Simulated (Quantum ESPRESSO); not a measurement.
# RbCaH3 (Pm-3m): modes at Γ and the response to a field, part 2 of 3

Aim: the zone-centre modes of RbCaH3 (Pm-3m).

Quantum ESPRESSO 7.5; DFT LDA, scalar-relativistic, plane waves, PseudoDojo norm-conserving pseudopotentials.

So far. Step 2 (A probe with smearing): A gap of 2.9 eV opens on this mesh, so the crystal is taken as an insulator; the start stands at -2.4 GPa. Step 4 (Ground state): The cell stands at -0.001 GPa, close enough for phonons. The relaxed cell has a = 4.397 Å (conventional setting).

## (5) Zone-centre response

At q = 0 one unit cell holds all displacements; symmetry groups them into irreducible representations that are solved one by one. The response to a field gives ε∞ and the Born charges, which polar modes need.

Input file ph.in:

```
phonons
&inputph
   prefix = 'x'
   outdir = './tmp'
   fildyn = 'g.dyn'
   tr2_ph = 1.0d-18
   epsil = .true.
/
0.000000000000 0.000000000000 0.000000000000
```

Command:

```sh
$ OMP_NUM_THREADS=1 mpirun -n 4 ph.x -nk 4 -in ph.in > ph.out
```

Log:

```text
[banners, grids, parts of the stress and lines that vanish by symmetry left out]
[banner, memory and clock lines left out]
Program PHONON v.7.5

     ./tmp/x.save/

     IMPORTANT: XC functional enforced from input :
     Exchange-correlation= PW
                           (   1   4   0   0   0   0   0)
     Any further DFT definition will be discarded
     Please, verify this is what you really want

     G-vector sticks info

     Reading collected, re-writing distributed wavefunctions in ./tmp/

     Number and degeneracy of irreps per q-point
       N         xq(1)         xq(2)         xq(3)   N irreps
       1   0.000000000   0.000000000   0.000000000       5
        3   3   3   3   3

     Calculation of q =    0.0000000   0.0000000   0.0000000

     phonons

     bravais-lattice index     =            1
     lattice parameter (alat)  =       8.3085  a.u.
     unit-cell volume          =     573.5535 (a.u.)^3
     number of atoms/cell      =            5
     number of atomic types    =            3
     kinetic-energy cut-off    =      81.0000  Ry
     charge density cut-off    =     324.0000  Ry
     convergence threshold     =      1.0E-18
     beta                      =       0.7000
     number of iterations used =            4
     Exchange-correlation= PW
                           (   1   4   0   0   0   0   0)

     celldm(1)=    8.30854  celldm(2)=    0.00000  celldm(3)=    0.00000
     celldm(4)=    0.00000  celldm(5)=    0.00000  celldm(6)=    0.00000

     crystal axes: (cart. coord. in units of alat)
               a(1) = (  1.0000  0.0000  0.0000 )
               a(2) = (  0.0000  1.0000  0.0000 )
               a(3) = (  0.0000  0.0000  1.0000 )

     reciprocal axes: (cart. coord. in units 2 pi/alat)
               b(1) = (  1.0000  0.0000  0.0000 )
               b(2) = (  0.0000  1.0000  0.0000 )
               b(3) = (  0.0000  0.0000  1.0000 )

     Atoms inside the unit cell:

     Cartesian axes

     site n.  atom      mass           positions (alat units)
        1  Rb     85.4678   tau(    1) = (    0.00000    0.00000    0.00000  )
        2  Ca     40.0780   tau(    2) = (    0.50000    0.50000    0.50000  )
        3  H       1.0080   tau(    3) = (    0.00000    0.50000    0.50000  )
        4  H       1.0080   tau(    4) = (    0.50000    0.00000    0.50000  )
        5  H       1.0080   tau(    5) = (    0.50000    0.50000    0.00000  )

     Computing dynamical matrix for
                    q = (   0.0000000   0.0000000   0.0000000 )

     49 Sym.Ops. (with q -> -q+G )

     G cutoff =  566.5452  (  56619 G-vectors)     FFT grid: ( 48, 48, 48)
     number of k points=    20
                       cart. coord. in units 2pi/alat
        k(    1) = (   0.0000000   0.0000000   0.0000000), wk =   0.0092593
        k(    2) = (   0.0000000   0.0000000   0.1666667), wk =   0.0555556
        k(    3) = (   0.0000000   0.0000000   0.3333333), wk =   0.0555556
        [... further k-points left out ...]

     PseudoPot. # 1 for Rb read from file:
     ./pseudo/Rb.upf
     Pseudo is Norm-conserving + core correction, Zval =  9.0

     PseudoPot. # 2 for Ca read from file:
     ./pseudo/Ca.upf
     Pseudo is Norm-conserving + core correction, Zval = 10.0

     PseudoPot. # 3 for H  read from file:
     ./pseudo/H.upf
     Pseudo is Norm-conserving, Zval =  1.0

     Mode symmetry, O_h (m-3m)  point group:

     Electric field:
     Dielectric constant
     Born effective charges as d Force / d E

     Atomic displacements:
     There are    5 irreducible representations

     Representation     1      3 modes -  To be done

     Representation     2      3 modes -  To be done

     Representation     3      3 modes -  To be done

     Representation     4      3 modes -  To be done

     Representation     5      3 modes -  To be done

     Alpha used in Ewald sum =   2.8000

     Electric Fields Calculation

      iter #   1   av.it.:   7.3
      thresh= 1.000E-02 alpha_mix =  0.700 |ddv_scf|^2 =  2.629E-08

      [... iterations left out ...]
      iter #   9   av.it.:  13.3
      thresh= 1.778E-10 alpha_mix =  0.700 |ddv_scf|^2 =  2.558E-20

     End of electric fields calculation

          Dielectric constant in cartesian axis

          (       3.455709001       0.000000000       0.000000000 )
          (       0.000000000       3.455709001       0.000000000 )
          (       0.000000000       0.000000000       3.455709001 )

          Effective charges (d Force / dE) in cartesian axis without acoustic sum rule applied (asr)

           atom    1  Rb    Mean Z*:        1.08841
      Ex  (        1.08841        0.00000        0.00000 )
      Ey  (        0.00000        1.08841        0.00000 )
      Ez  (        0.00000        0.00000        1.08841 )
           atom    2  Ca    Mean Z*:        1.73825
      Ex  (        1.73825        0.00000        0.00000 )
      Ey  (        0.00000        1.73825        0.00000 )
      Ez  (        0.00000        0.00000        1.73825 )
           atom    3  H     Mean Z*:       -0.94234
      Ex  (       -1.06914        0.00000        0.00000 )
      Ey  (        0.00000       -0.87893        0.00000 )
      Ez  (        0.00000        0.00000       -0.87893 )
           atom    4  H     Mean Z*:       -0.94234
      Ex  (       -0.87893        0.00000        0.00000 )
      Ey  (        0.00000       -1.06914        0.00000 )
      Ez  (        0.00000        0.00000       -0.87893 )
           atom    5  H     Mean Z*:       -0.94234
      Ex  (       -0.87893        0.00000        0.00000 )
      Ey  (        0.00000       -0.87893        0.00000 )
      Ez  (        0.00000        0.00000       -1.06914 )

          Effective charges Sum: Mean:       -0.00035
             -0.00035        0.00000        0.00000
              0.00000       -0.00035        0.00000
              0.00000        0.00000       -0.00035

          Effective charges (d Force / dE) in cartesian axis with asr applied:
           atom    1  Rb    Mean Z*:        1.08848
      E*x (        1.08848        0.00000        0.00000 )
      E*y (        0.00000        1.08848        0.00000 )
      E*z (        0.00000        0.00000        1.08848 )
           atom    2  Ca    Mean Z*:        1.73832
      E*x (        1.73832        0.00000        0.00000 )
      E*y (        0.00000        1.73832        0.00000 )
      E*z (        0.00000        0.00000        1.73832 )
           atom    3  H     Mean Z*:       -0.94227
      E*x (       -1.06907        0.00000        0.00000 )
      E*y (        0.00000       -0.87886        0.00000 )
      E*z (        0.00000        0.00000       -0.87886 )
           atom    4  H     Mean Z*:       -0.94227
      E*x (       -0.87886        0.00000        0.00000 )
      E*y (        0.00000       -1.06907        0.00000 )
      E*z (        0.00000        0.00000       -0.87886 )
           atom    5  H     Mean Z*:       -0.94227
      E*x (       -0.87886        0.00000        0.00000 )
      E*y (        0.00000       -0.87886        0.00000 )
      E*z (        0.00000        0.00000       -1.06907 )

     Representation #   1 modes #   1   2   3

     Self-consistent Calculation

      iter #   1   av.it.:   3.7
      thresh= 1.000E-02 alpha_mix =  0.700 |ddv_scf|^2 =  6.017E-09

      [... iterations left out ...]
      iter #   8   av.it.:  13.3
      thresh= 2.731E-10 alpha_mix =  0.700 |ddv_scf|^2 =  9.452E-20

     End of self-consistent calculation

     Convergence has been achieved

     Representation #   2 modes #   4   5   6

     Self-consistent Calculation

      iter #   1   av.it.:   7.2
      thresh= 1.000E-02 alpha_mix =  0.700 |ddv_scf|^2 =  6.441E-07

      [... iterations left out ...]
      iter #   9   av.it.:  13.5
      thresh= 1.091E-10 alpha_mix =  0.700 |ddv_scf|^2 =  7.039E-21

     End of self-consistent calculation

     Convergence has been achieved

     Representation #   3 modes #   7   8   9

     Self-consistent Calculation

      iter #   1   av.it.:   5.9
      thresh= 1.000E-02 alpha_mix =  0.700 |ddv_scf|^2 =  2.518E-07

      [... iterations left out ...]
      iter #   8   av.it.:  13.3
      thresh= 4.145E-10 alpha_mix =  0.700 |ddv_scf|^2 =  7.298E-20

     End of self-consistent calculation

     Convergence has been achieved

     Representation #   4 modes #  10  11  12

     Self-consistent Calculation

      iter #   1   av.it.:   3.7
      thresh= 1.000E-02 alpha_mix =  0.700 |ddv_scf|^2 =  6.813E-09

      [... iterations left out ...]
      iter #   8   av.it.:  13.2
      thresh= 2.087E-10 alpha_mix =  0.700 |ddv_scf|^2 =  7.381E-20

     End of self-consistent calculation

     Convergence has been achieved

     Representation #   5 modes #  13  14  15

     Self-consistent Calculation

      iter #   1   av.it.:   3.2
      thresh= 1.000E-02 alpha_mix =  0.700 |ddv_scf|^2 =  1.238E-09

      [... iterations left out ...]
      iter #   6   av.it.:  13.6
      thresh= 2.241E-10 alpha_mix =  0.700 |ddv_scf|^2 =  2.147E-20

     End of self-consistent calculation

     Convergence has been achieved

     Number of q in the star =    1
     List of q in the star:
          1   0.000000000   0.000000000   0.000000000

          Dielectric constant in cartesian axis

          (       3.455709001       0.000000000       0.000000000 )
          (       0.000000000       3.455709001       0.000000000 )
          (       0.000000000       0.000000000       3.455709001 )

          Effective charges (d Force / dE) in cartesian axis without acoustic sum rule applied (asr)

           atom    1  Rb    Mean Z*:        1.08841
      Ex  (        1.08841        0.00000        0.00000 )
      Ey  (        0.00000        1.08841        0.00000 )
      Ez  (        0.00000        0.00000        1.08841 )
           atom    2  Ca    Mean Z*:        1.73825
      Ex  (        1.73825        0.00000        0.00000 )
      Ey  (        0.00000        1.73825        0.00000 )
      Ez  (        0.00000        0.00000        1.73825 )
           atom    3  H     Mean Z*:       -0.94234
      Ex  (       -1.06914        0.00000        0.00000 )
      Ey  (        0.00000       -0.87893        0.00000 )
      Ez  (        0.00000        0.00000       -0.87893 )
           atom    4  H     Mean Z*:       -0.94234
      Ex  (       -0.87893        0.00000        0.00000 )
      Ey  (        0.00000       -1.06914        0.00000 )
      Ez  (        0.00000        0.00000       -0.87893 )
           atom    5  H     Mean Z*:       -0.94234
      Ex  (       -0.87893        0.00000        0.00000 )
      Ey  (        0.00000       -0.87893        0.00000 )
      Ez  (        0.00000        0.00000       -1.06914 )

          Effective charges Sum: Mean:       -0.00035
             -0.00035        0.00000        0.00000
              0.00000       -0.00035        0.00000
              0.00000        0.00000       -0.00035

          Effective charges (d Force / dE) in cartesian axis with asr applied:
           atom    1  Rb    Mean Z*:        1.08848
      E*x (        1.08848        0.00000        0.00000 )
      E*y (        0.00000        1.08848        0.00000 )
      E*z (        0.00000        0.00000        1.08848 )
           atom    2  Ca    Mean Z*:        1.73832
      E*x (        1.73832        0.00000        0.00000 )
      E*y (        0.00000        1.73832        0.00000 )
      E*z (        0.00000        0.00000        1.73832 )
           atom    3  H     Mean Z*:       -0.94227
      E*x (       -1.06907        0.00000        0.00000 )
      E*y (        0.00000       -0.87886        0.00000 )
      E*z (        0.00000        0.00000       -0.87886 )
           atom    4  H     Mean Z*:       -0.94227
      E*x (       -0.87886        0.00000        0.00000 )
      E*y (        0.00000       -1.06907        0.00000 )
      E*z (        0.00000        0.00000       -0.87886 )
           atom    5  H     Mean Z*:       -0.94227
      E*x (       -0.87886        0.00000        0.00000 )
      E*y (        0.00000       -0.87886        0.00000 )
      E*z (        0.00000        0.00000       -1.06907 )

     Diagonalizing the dynamical matrix

     q = (    0.000000000   0.000000000   0.000000000 )

 **************************************************************************
     freq (    1) =       0.030064 [THz] =       1.002813 [cm-1]
     freq (    2) =       0.030064 [THz] =       1.002813 [cm-1]
     freq (    3) =       0.030064 [THz] =       1.002813 [cm-1]
     freq (    4) =       3.248223 [THz] =     108.349042 [cm-1]
     freq (    5) =       3.248223 [THz] =     108.349042 [cm-1]
     freq (    6) =       3.248223 [THz] =     108.349042 [cm-1]
     freq (    7) =      10.479129 [THz] =     349.546108 [cm-1]
     freq (    8) =      10.479129 [THz] =     349.546108 [cm-1]
     freq (    9) =      10.479129 [THz] =     349.546108 [cm-1]
     freq (   10) =      12.170510 [THz] =     405.964502 [cm-1]
     freq (   11) =      12.170510 [THz] =     405.964502 [cm-1]
     freq (   12) =      12.170510 [THz] =     405.964502 [cm-1]
     freq (   13) =      36.196705 [THz] =    1207.392127 [cm-1]
     freq (   14) =      36.196705 [THz] =    1207.392127 [cm-1]
     freq (   15) =      36.196705 [THz] =    1207.392127 [cm-1]
 **************************************************************************

     Mode symmetry, O_h (m-3m)  point group:

     freq (   1-   3) =          1.0  [cm-1]   --> T_1u G_15  G_4- I
     freq (   4-   6) =        108.3  [cm-1]   --> T_1u G_15  G_4- I
     freq (   7-   9) =        349.5  [cm-1]   --> T_2u G_25  G_5-
     freq (  10-  12) =        406.0  [cm-1]   --> T_1u G_15  G_4- I
     freq (  13-  15) =       1207.4  [cm-1]   --> T_1u G_15  G_4- I
```

It took 8.9 min on 4 MPI ranks of Intel Xeon at 2.70GHz, shared host; 35 min of CPU time.

This step gave:

```yaml
miss_of_the_charge_sum_rule: 3.40e-4 e
largest_acoustic_frequency_at_the_zone_centre_before_the_sum_rule: 1 cm⁻¹
highest_optical_zone_centre_mode_no_lo_to_term: 1207 cm⁻¹
lowest_optical_zone_centre_mode: 108.3 cm⁻¹
mean_high_frequency_dielectric_constant: 3.456
largest_born_charge_in_size_third_of_the_trace: 1.738 e
```

Born charge (rows field, columns displacement), before the sum rule (e), principal values of the symmetric part by kind of site:

```tsv
atom	atoms with these values	low	middle	high	mean
Rb1	1	1.09	1.09	1.09	1.09
Ca2	1	1.74	1.74	1.74	1.74
H3	3	-1.07	-0.88	-0.88	-0.94
```

In full for Rb1:

```
1.09 0.00 0.00
0.00 1.09 0.00
0.00 0.00 1.09
```

High-frequency dielectric tensor:

```
3.46 0.00 0.00
0.00 3.46 0.00
0.00 0.00 3.46
```

The acoustic modes at Γ come out as far as 1.0 cm⁻¹ from zero, where they should vanish, a small numerical error; the Born charges miss their sum rule by 3.4e-4 e, which is good.

## (6) Modes with the sum rule

A rigid shift of the crystal must cost nothing, but grids and finite bases break this; the acoustic sum rule is imposed before the matrix is diagonalised again. With Born charges the intensities follow, and the static dielectric tensor.

Input file dynmat.in:

```
&input
   fildyn = 'g.dyn'
   asr = 'simple'
   fileig = 'dynmat.eig'
   lperm = .true.
/
```

Command:

```sh
$ dynmat.x -in dynmat.in > dynmat.out
```

Log:

```text
[banner, memory and clock lines left out]
Program DYNMAT v.7.5

     Reading Dynamical Matrix from file g.dyn
     ...Force constants read
     ...epsilon and Z* read
     A direction for q was not specified:TO-LO splitting will be absent

     Polarizability (A^3 units)
     multiply by 0.549883 for Clausius-Mossotti correction
        16.609034    0.000000    0.000000
         0.000000   16.609034    0.000000
         0.000000    0.000000   16.609034

     IR activities are in (D/A)^2/amu units

# mode   [cm-1]    [THz]      IR
    1     -0.00   -0.0000    0.0000
    2      0.00    0.0000    0.0000
    3      0.00    0.0000    0.0000
    4    108.34    3.2479    0.9705
    5    108.34    3.2479    0.9705
    6    108.34    3.2479    0.9705
    7    349.48   10.4771    0.0000
    8    349.48   10.4771    0.0000
    9    349.48   10.4771    0.0000
   10    405.91   12.1689   39.0576
   11    405.91   12.1689   39.0576
   12    405.91   12.1689   39.0576
   13   1207.34   36.1951   23.5476
   14   1207.34   36.1951   23.5476
   15   1207.34   36.1951   23.5476

Electronic dielectric permittivity tensor (relative, adimensional)
         3.455709    0.000000    0.000000
         0.000000    3.455709    0.000000
         0.000000    0.000000    3.455709

 ... with zone-center polar mode contributions
        11.884770    0.000000    0.000000
         0.000000   11.884770   -0.000000
         0.000000   -0.000000   11.884770

[end of the log left out, with the tail of the file of modes that dynmat.x writes under the same name]
```

Run time: 0.75 s. Hardware: 1 thread.

Read from the output:

```
mean static dielectric constant : 11.88
```

Unit eigenvectors of the mass-weighted matrix after the sum rule; no LO-TO term. The modes at Γ (shares of kinetic energy by element, %):

```tsv
mode	frequency (cm⁻¹)	symmetry	Rb %	Ca %	H %
1	0.0	acoustic	66	31	2
2	0.0	acoustic	66	31	2
3	0.0	acoustic	66	31	2
4	108.3	T1u	34	62	5
5	108.3	T1u	34	62	5
6	108.3	T1u	34	62	5
7	349.5	T2u	0	0	100
8	349.5	T2u	0	0	100
9	349.5	T2u	0	0	100
10	405.9	T1u	0	5	95
11	405.9	T1u	0	5	95
12	405.9	T1u	0	5	95
13	1207.3	T1u	0	2	98
14	1207.3	T1u	0	2	98
15	1207.3	T1u	0	2	98
```

Displacements in mode 6 (108.3 cm⁻¹), the largest set to 1:
```
Rb1  0.36 -0.20 -0.48
Ca2 -0.72  0.40  0.96
H3  -0.68  0.42  1.00
H4  -0.76  0.38  1.00
H5  -0.76  0.42  0.89
```

Displacements in mode 13 (1207.3 cm⁻¹), the largest set to 1:
```
Rb1  0.00  0.00  0.00
Ca2  0.00 -0.02  0.00
H3   0.04 -0.05  0.00
H4   0.00  1.00  0.00
H5   0.00 -0.05  0.00
```

Degenerate modes summed, no LO-TO term. Infrared lines, with heights relative to the strongest:

```tsv
position (cm⁻¹)	lines merged	label	IR intensity, relative
108	3	T1u	2.5
349	3	T2u	0.0
406	3	T1u	100
1207	3	T1u	60
```

Static dielectric tensor (ions relaxed, fixed cell):

```
11.88  0.00  0.00
 0.00 11.88  0.00
 0.00  0.00 11.88
```

The rule moves no optical mode by more than 0.1 cm⁻¹.

[end of part 2 of 3]

[Host names and launcher messages were left out of these logs when they were recorded.]

[Logs are printed without paths, hosts, clocks, repeated set-up lines and the standing remarks that a program may print on its own settings, such as how far it seeks lower states.]

[Hosts, paths, dates, database ids (printed as entryN), source tags and the programs' standing remarks are cut or masked in the printed files.]
